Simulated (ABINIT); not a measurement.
**SrTiO3 (Tausonite): G0W0 with ABINIT, start to end**

Aim: the G0W0 gap of SrTiO3 (Tausonite) on PBE with spin-orbit coupling, step by step.

Method: PBE and many-body steps on it, plane waves, in ABINIT 10.8.3.

**What was measured.**

- Gap 3.77 eV: direct gap (M0 critical point); spectroscopic ellipsometry, second-derivative fit; 300 K; bulk crystal (commercial single crystal) (“Optical probe of ferroelectric order in bulk and thin film perovskite titanates”, 2013, arxiv:1309.1245).

## (1) The starting structure

It takes space group Pm-3m (No. 221, cubic). Conventional cell: a = 3.905 Å, b = 3.905 Å, c = 3.905 Å, α = 90.00°, β = 90.00°, γ = 90.00°. Sr has 12 O at 2.76 Å nearest. Nearest to Ti lie 6 O at 1.95 Å. Nearest to O lie 2 Ti at 1.95 Å and 4 Sr at 2.76 Å. Farther neighbours and most contacts between anions are not listed.

As a file:

```cif
data_structure
_symmetry_space_group_name_H-M 'P 1'
_symmetry_Int_Tables_number 1
_cell_length_a 3.9053
_cell_length_b 3.9053
_cell_length_c 3.9053
_cell_angle_alpha 90.000
_cell_angle_beta 90.000
_cell_angle_gamma 90.000
_cell_volume 59.56
loop_
_atom_site_label
_atom_site_type_symbol
_atom_site_fract_x
_atom_site_fract_y
_atom_site_fract_z
_atom_site_occupancy
Sr1 Sr 0.50000 0.50000 0.50000 1
Ti2 Ti 0.00000 0.00000 0.00000 1
O3 O 0.50000 0.00000 0.00000 1
O4 O 0.00000 0.50000 0.00000 1
O5 O 0.00000 0.00000 0.50000 1
```

The cell and positions come from the Crystallography Open Database and are kept as given unless a step says otherwise.

## (2) Ground state

This step: ABINIT 10.8.3; DFT, PBE with spin-orbit coupling, plane waves, norm-conserving pseudopotentials.

The ground-state density comes first.

run.abi

```
acell 3*1.0 Angstrom
rprim 
  3.905280000000 0.000000000000 0.000000000000
  0.000000000000 3.905280000000 0.000000000000
  0.000000000000 0.000000000000 3.905280000000
ntypat 3
znucl 38 22 8
natom 5
typat 1 2 3 3 3
xred 
  0.500000000000 0.500000000000 0.500000000000
  0.000000000000 0.000000000000 0.000000000000
  0.500000000000 0.000000000000 0.000000000000
  0.000000000000 0.500000000000 0.000000000000
  0.000000000000 0.000000000000 0.500000000000
pp_dirpath "pseudos"
pseudos "Sr.upf, Ti.upf, O.upf"
ecut 38
nspinor 2
ngkpt 4 4 4
nshiftk 1
shiftk 0 0 0
kptopt 1
chksymbreak 0
nband 52
occopt 1
tolvrs 1e-10
nstep 60
prtwf 0
indata_prefix "in"
outdata_prefix "out"
tmpdata_prefix "tmp"
```

Command:

```
$ OMP_NUM_THREADS=1 mpirun -n 8 abinit run.abi > log
```

Numbers of over 12 decimals in the logs are rounded to 6 here.

What it wrote:

```text
.Version 10.8.3 of ABINIT. v10.8.2 released Aug 2026.

 Symmetries : space group Pm -3 m (#221); Bravais cP (primitive cubic)
================================================================================
 Values of the parameters that define the memory need of the present run
     intxc =       0    ionmov =       0      iscf =       7    lmnmax =      16
     lnmax =      16     mgfft =      45  mpssoang =       5    mqgrid =    3001
     natom =       5  nloc_mem =       1    nspden =       1   nspinor =       2
    nsppol =       1      nsym =      48    n1xccc =    2501    ntypat =       3
    occopt =       1   xclevel =       2
-    mband =          52        mffmem =           1         mkmem =           2
       mpw =        4632          nfft =       91125          nkpt =          10
================================================================================
  Rough estimation (10% accuracy) of disk space for files :
================================================================================

--------------------------------------------------------------------------------
------------- Echo of variables that govern the present computation ------------
--------------------------------------------------------------------------------
 -outvars: echo values of preprocessed input variables --------
            acell      1.8897261259E+00  1.8897261259E+00  1.8897261259E+00 Bohr

      chksymbreak           0
             ecut      3.80000000E+01 Hartree
-          fftalg         312

              ixc     -101130
              kpt      0.00000000E+00  0.00000000E+00  0.00000000E+00
                       2.50000000E-01  0.00000000E+00  0.00000000E+00
                       5.00000000E-01  0.00000000E+00  0.00000000E+00
                       2.50000000E-01  2.50000000E-01  0.00000000E+00
                       5.00000000E-01  2.50000000E-01  0.00000000E+00
                       5.00000000E-01  5.00000000E-01  0.00000000E+00
                       2.50000000E-01  2.50000000E-01  2.50000000E-01
                       5.00000000E-01  2.50000000E-01  2.50000000E-01
                       5.00000000E-01  5.00000000E-01  2.50000000E-01
                       5.00000000E-01  5.00000000E-01  5.00000000E-01
         kptrlatt        4    0    0      0    4    0      0    0    4
          kptrlen      2.95196386E+01
P           mkmem           2
            natom           5
            nband          52
            ngfft          45      45      45
             nkpt          10
          nspinor           2
            nstep          60
             nsym          48
           ntypat           3
              occ      1.000000  1.000000  1.000000  1.000000  1.000000  1.000000
                       1.000000  1.000000  1.000000  1.000000  1.000000  1.000000
                       1.000000  1.000000  1.000000  1.000000  1.000000  1.000000
                       1.000000  1.000000  1.000000  1.000000  1.000000  1.000000
                       1.000000  1.000000  1.000000  1.000000  1.000000  1.000000
                       1.000000  1.000000  1.000000  1.000000  1.000000  1.000000
                       1.000000  1.000000  1.000000  1.000000  0.000000  0.000000
                       0.000000  0.000000  0.000000  0.000000  0.000000  0.000000
                       0.000000  0.000000  0.000000  0.000000
            prtwf           0
            rprim      3.9052800000E+00  0.0000000000E+00  0.0000000000E+00
                       0.0000000000E+00  3.9052800000E+00  0.0000000000E+00
[...]
spgroup         221

           tolvrs      1.00000000E-10

             xred      5.0000000000E-01  5.0000000000E-01  5.0000000000E-01
[...]
znucl       38.00000   22.00000    8.00000

================================================================================

 chkinp: Checking input parameters for consistency.

================================================================================
== DATASET  1 ==================================================================
-   mpi_nproc: 8, omp_nthreads: 1 (-1 if OMP is not activated)
-    --> not optimal distribution: autoparal keyword recommended in input file <--

--- !DatasetInfo
iteration_state: {dtset: 1, }
dimensions: {natom: 5, nkpt: 10, mband: 52, nsppol: 1, nspinor: 2, nspden: 1, mpw: 4632, }
cutoff_energies: {ecut:  38.0, pawecutdg:  -1.0, }
electrons: {nelect:   4.00000000E+01, charge:   0.00000000E+00, occopt:   1.00000000E+00, tsmear:   1.00000000E-02, }

 Real(R)+Recip(G) space primitive vectors, cartesian coordinates (Bohr,Bohr^-1):
 R(1)=  7.3799096  0.0000000  0.0000000  G(1)=  0.1355030  0.0000000  0.0000000
 R(2)=  0.0000000  7.3799096  0.0000000  G(2)=  0.0000000  0.1355030  0.0000000
 R(3)=  0.0000000  0.0000000  7.3799096  G(3)=  0.0000000  0.0000000  0.1355030
 Unit cell volume ucvol=  4.0193251E+02 bohr^3
 Angles (23,13,12)=  9.00000000E+01  9.00000000E+01  9.00000000E+01 degrees

 getcut: wavevector=  0.0000  0.0000  0.0000  ngfft=  45  45  45
         ecut(hartree)=     38.000   => boxcut(ratio)=   2.14855

--- Pseudopotential description ------------------------------------------------
- Sr Generated using ONCVPSP code by D. R. Hamann
- 38.00000  10.00000  180419                  znucl, zion, pspdat
[...]
ETOT  8  -143.53317898580    -2.573E-04 3.581E-03 1.076E-01
 ETOT  9  -143.53320073640    -2.175E-05 5.611E-03 3.565E-04
 ETOT 10  -143.53320079880    -6.240E-08 3.061E-03 1.358E-04
 ETOT 11  -143.53320082324    -2.444E-08 4.070E-03 3.748E-06
 ETOT 12  -143.53320082419    -9.519E-10 3.625E-03 3.792E-09
 ETOT 13  -143.53320082420    -7.248E-12 4.071E-03 1.674E-09
 ETOT 14  -143.53320082420    -3.922E-12 2.590E-03 1.285E-10
 ETOT 15  -143.53320082420     8.242E-13 3.965E-03 1.204E-12

 At SCF step   15       vres2   =  1.20E-12 < tolvrs=  1.00E-10 =>converged.

 Cartesian components of stress tensor (hartree/bohr^3)
  sigma(1 1)= -1.21193136E-04  sigma(3 2)=  0.00000000E+00
  sigma(2 2)= -1.21193136E-04  sigma(3 1)=  0.00000000E+00
  sigma(3 3)= -1.21193136E-04  sigma(2 1)=  0.00000000E+00

--- !ResultsGS
iteration_state: {dtset: 1, }
comment   : Summary of ground state results
lattice_vectors:
- [  7.3799096,   0.0000000,   0.0000000, ]
- [  0.0000000,   7.3799096,   0.0000000, ]
- [  0.0000000,   0.0000000,   7.3799096, ]
lattice_lengths: [   7.37991,    7.37991,    7.37991, ]
lattice_angles: [ 90.000,  90.000,  90.000, ] # degrees, (23, 13, 12)
lattice_volume:   4.0193251E+02
convergence: {deltae:  8.242E-13, res2:  1.204E-12, residm:  3.965E-03, diffor: null, }
etotal    :  -1.43533201E+02
entropy   :   0.00000000E+00
fermie    :   2.54930020E-01
cartesian_stress_tensor: # hartree/bohr^3
- [ -1.21193136E-04,   0.00000000E+00,   0.00000000E+00, ]
- [  0.00000000E+00,  -1.21193136E-04,   0.00000000E+00, ]
- [  0.00000000E+00,   0.00000000E+00,  -1.21193136E-04, ]
pressure_GPa:   3.5656E+00
xred      :
- [  5.0000E-01,   5.0000E-01,   5.0000E-01, Sr]
- [  0.0000E+00,   0.0000E+00,   0.0000E+00, Ti]
- [  5.0000E-01,   0.0000E+00,   0.0000E+00,  O]
- [  0.0000E+00,   5.0000E-01,   0.0000E+00,  O]
- [  0.0000E+00,   0.0000E+00,   5.0000E-01,  O]
cartesian_forces: # hartree/bohr
- [ -0.00000000E+00,  -0.00000000E+00,  -0.00000000E+00, ]
- [ -0.00000000E+00,  -0.00000000E+00,  -0.00000000E+00, ]
- [ -0.00000000E+00,  -0.00000000E+00,  -0.00000000E+00, ]
- [ -0.00000000E+00,  -0.00000000E+00,  -0.00000000E+00, ]
- [ -0.00000000E+00,  -0.00000000E+00,  -0.00000000E+00, ]
force_length_stats: {min:   0.00000000E+00, max:   0.00000000E+00, mean:   0.00000000E+00, }

 Integrated electronic density in atomic spheres:
 ------------------------------------------------
 Atom  Sphere_radius  Integrated_density
[...]
================================================================================

 ----iterations are completed or convergence reached----

 Mean square residual over all n,k,spin=   20.167E-06; max=  39.649E-04
 reduced coordinates (array xred) for    5 atoms
       0.500000000000      0.500000000000      0.500000000000
       0.000000000000      0.000000000000      0.000000000000
       0.500000000000      0.000000000000      0.000000000000
       0.000000000000      0.500000000000      0.000000000000
       0.000000000000      0.000000000000      0.500000000000
 rms dE/dt=  0.0000E+00; max dE/dt=  0.0000E+00; dE/dt below (all hartree)
    1       0.000000000000      0.000000000000      0.000000000000
    2       0.000000000000      0.000000000000      0.000000000000
    3       0.000000000000      0.000000000000      0.000000000000
    4       0.000000000000      0.000000000000      0.000000000000
    5       0.000000000000      0.000000000000      0.000000000000

 cartesian coordinates (angstrom) at end:
    1      1.952640     1.952640     1.952640
[...]
cartesian forces (hartree/bohr) at end:
[...]
frms,max,avg= 0.0000000E+00 0.0000000E+00   0.000E+00  0.000E+00  0.000E+00 h/b

 cartesian forces (eV/Angstrom) at end:
[...]
2     -0.000000    -0.000000    -0.000000
    3     -0.000000    -0.000000    -0.000000
    4     -0.000000    -0.000000    -0.000000
    5     -0.000000    -0.000000    -0.000000
 frms,max,avg= 0.0000000E+00 0.0000000E+00   0.000E+00  0.000E+00  0.000E+00 e/A
 length scales=  1.889726125908  1.889726125908  1.889726125908 bohr
              =  1.000000000000  1.000000000000  1.000000000000 angstroms
 prteigrs : about to open file out_EIG
 Fermi (or HOMO) energy (hartree) =   0.25493   Average Vxc (hartree)=  -0.42038
 Eigenvalues (hartree) for nkpt=  10  k points:
 kpt#   1, nband= 52, wtk=  0.01563, kpt=  0.0000  0.0000  0.0000 (reduced coord)
  -1.81841   -1.81841   -0.96265   -0.96265   -0.94715   -0.94715   -0.93861   -0.93861
  -0.93861   -0.93861   -0.38324   -0.38324   -0.34716   -0.34716   -0.34716   -0.34716
  -0.31394   -0.31394   -0.27226   -0.27226   -0.27226   -0.27226    0.14926    0.14926
   0.15239    0.15239    0.15239    0.15239    0.21164    0.21164    0.21164    0.21164
   0.21224    0.21224    0.24008    0.24008    0.24244    0.24244    0.24244    0.24244
   0.32381    0.32381    0.32381    0.32381    0.32485    0.32485    0.41526    0.41526
   0.41527    0.41551    0.45518    0.45518
 prteigrs : prtvol=0 or 1, do not print more k-points.

--- !EnergyTerms
iteration_state     : {dtset: 1, }
comment             : Components of total free energy in Hartree
kinetic             :  6.54490282465611E+01
hartree             :  3.01946816930048E+01
xc                  : -2.97753331599063E+01
Ewald energy        : -1.06245779347251E+02
psp_core            :  4.59059110619745E+00
local_psp           : -1.06019618293312E+02
non_local_psp       : -1.72677106949257E+00
total_energy        : -1.43533200824199E+02
total_energy_eV     : -3.90573736674923E+03
band_energy         : -1.20242122913500E+01

 Cartesian components of stress tensor (hartree/bohr^3)
  sigma(1 1)= -1.21193136E-04  sigma(3 2)=  0.00000000E+00
  sigma(2 2)= -1.21193136E-04  sigma(3 1)=  0.00000000E+00
  sigma(3 3)= -1.21193136E-04  sigma(2 1)=  0.00000000E+00

-Cartesian components of stress tensor (GPa)         [Pressure=  3.5656E+00 GPa]
- sigma(1 1)= -3.56562515E+00  sigma(3 2)=  0.00000000E+00
- sigma(2 2)= -3.56562515E+00  sigma(3 1)=  0.00000000E+00
- sigma(3 3)= -3.56562515E+00  sigma(2 1)=  0.00000000E+00

== END DATASET(S) ==============================================================
================================================================================

 -outvars: echo values of variables after computation  --------
           etotal     -1.4353320082E+02
            nband          52
             nkpt          10
          spgroup         221
 [... the other variables as echoed above ...]

 Calculation completed.
```

The job ended after 81 s (8 MPI ranks of Arm Neoverse V2, shared host; peak memory 0.73 GiB).

Numbers from this step:

| Item | Value |
| --- | --- |
| total energy | -3905.7374 eV |
| gap | 1.874 eV |
| k of the valence top | 0.5, 0.5, 0.5 |
| k of the conduction bottom | 0, 0, 0 |
| least direct gap | 2.214 eV |
| pressure | 3.566 GPa |

The gap is indirect, with the least direct gap 0.34 eV higher.

The cutoff was set for levels, not for stress, so the pressure can be off by some GPa.

(Part 1 of 3 ends here.)

[Paths, hosts, dates, memory and timing lines, banners, echoed tables and standing remarks are left out of the program output.]

[Logs are printed without paths, hosts, clocks, repeated set-up lines and the standing remarks that a program may print on its own settings, such as how far it seeks lower states.]

[Runs of the session that timed out or met a known fault of the program may be left out.]

[Hosts, paths, dates, database ids (printed as entryN), source tags and the programs' standing remarks are cut or masked in the printed files.]

[G0W0 gaps are taken among the corrected bands and points alone; a level outside them can change the order at an edge.]

[Where Ansatz stands beside ABINIT at settings called matched, ABINIT's density can come from a denser mesh and the files from another edition; pairs whose starting gaps differed by over 0.03 eV were left out, so agreement reads better than it is.]
